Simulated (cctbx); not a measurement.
## NaGePbI5 across an absorption edge

Space group P2_1/c (no. 14), a = 9.8360 Å, b = 8.9710 Å, c = 13.7970 Å, α = 90.00°, β = 90.03°, γ = 90.00°.

| atom | mult. | x | y | z | Ueq (Å²) |
| --- | --- | --- | --- | --- | --- |
| Pb1 | 4 | 0.9849 | 0.9960 | 0.6767 | 0.0051 |
| I1 | 4 | 0.9595 | 0.6725 | 0.6013 | 0.0060 |
| I2 | 4 | 0.7775 | 0.4599 | 0.0007 | 0.0055 |
| I3 | 4 | 0.7647 | 0.3154 | 0.7206 | 0.0063 |
| I4 | 4 | 0.7634 | 0.8430 | 0.8126 | 0.0050 |
| I5 | 4 | 0.4583 | 0.1737 | 0.9174 | 0.0061 |
| Ge1 | 4 | 0.7447 | 0.0685 | 0.9970 | 0.0061 |
| Na1 | 4 | 0.4872 | 0.0434 | 0.6734 | 0.0086 |

The model was made for the exercise: a known structure type with other elements put in, its volume estimated, not relaxed; displacement parameters are assumed.

Calculated with cctbx: free-atom f′ and f″ from the Sasaki tables, no fine structure; amplitudes in electrons.

| E (eV) | F 0 0 2 | F 0 1 1 | F 1 1 0 | F 0 1 2 |
| --- | --- | --- | --- | --- |
| 12435 | 44.2 | 18.7 | 22.1 | 133.9 |
| 12785 | 39.1 | 14.9 | 22.5 | 133.7 |
| 12915 | 35.4 | 12.3 | 22.7 | 133.6 |
| 12975 | 32.1 | 10.1 | 22.7 | 133.4 |
| 13005 | 28.9 | 8.0 | 22.8 | 133.3 |
| 13020 | 25.8 | 6.3 | 22.8 | 133.2 |
| 13027 | 23.1 | 5.2 | 22.8 | 133.1 |
| 13031 | 20.3 | 4.7 | 22.8 | 133.0 |
| 13039 | 20.5 | 6.5 | 22.8 | 133.0 |
| 13043 | 24.1 | 6.4 | 22.8 | 133.1 |
| 13050 | 27.1 | 7.3 | 22.8 | 133.2 |
| 13065 | 30.3 | 8.8 | 22.8 | 133.3 |
| 13095 | 33.4 | 10.7 | 22.8 | 133.4 |
| 13185 | 37.5 | 13.3 | 22.9 | 133.6 |
| 13435 | 41.4 | 15.9 | 23.0 | 133.7 |

**Question.** Which edge is crossed, and why do the reflections move as they do?

The L3 edge of Pb. The edge is at 13035 eV. f′ of Pb falls from -12.2 e at 12915 eV to -18.4 e at 4 eV below it, and f″ steps from 3.94 to 10.12 e across it. Over that approach |F| changes by -43 % (0 0 2), -62 % (0 1 1), +0 % (1 1 0) and -0 % (0 1 2): a reflection falls where Pb scatters in phase with the total and rises where it scatters against it; it hardly moves where the Pb term is small or cancels by symmetry. Above the edge the larger f″ enters the imaginary part, where it can add to or cancel the other atoms' f″. The structure is centrosymmetric, so Friedel mates stay equal.
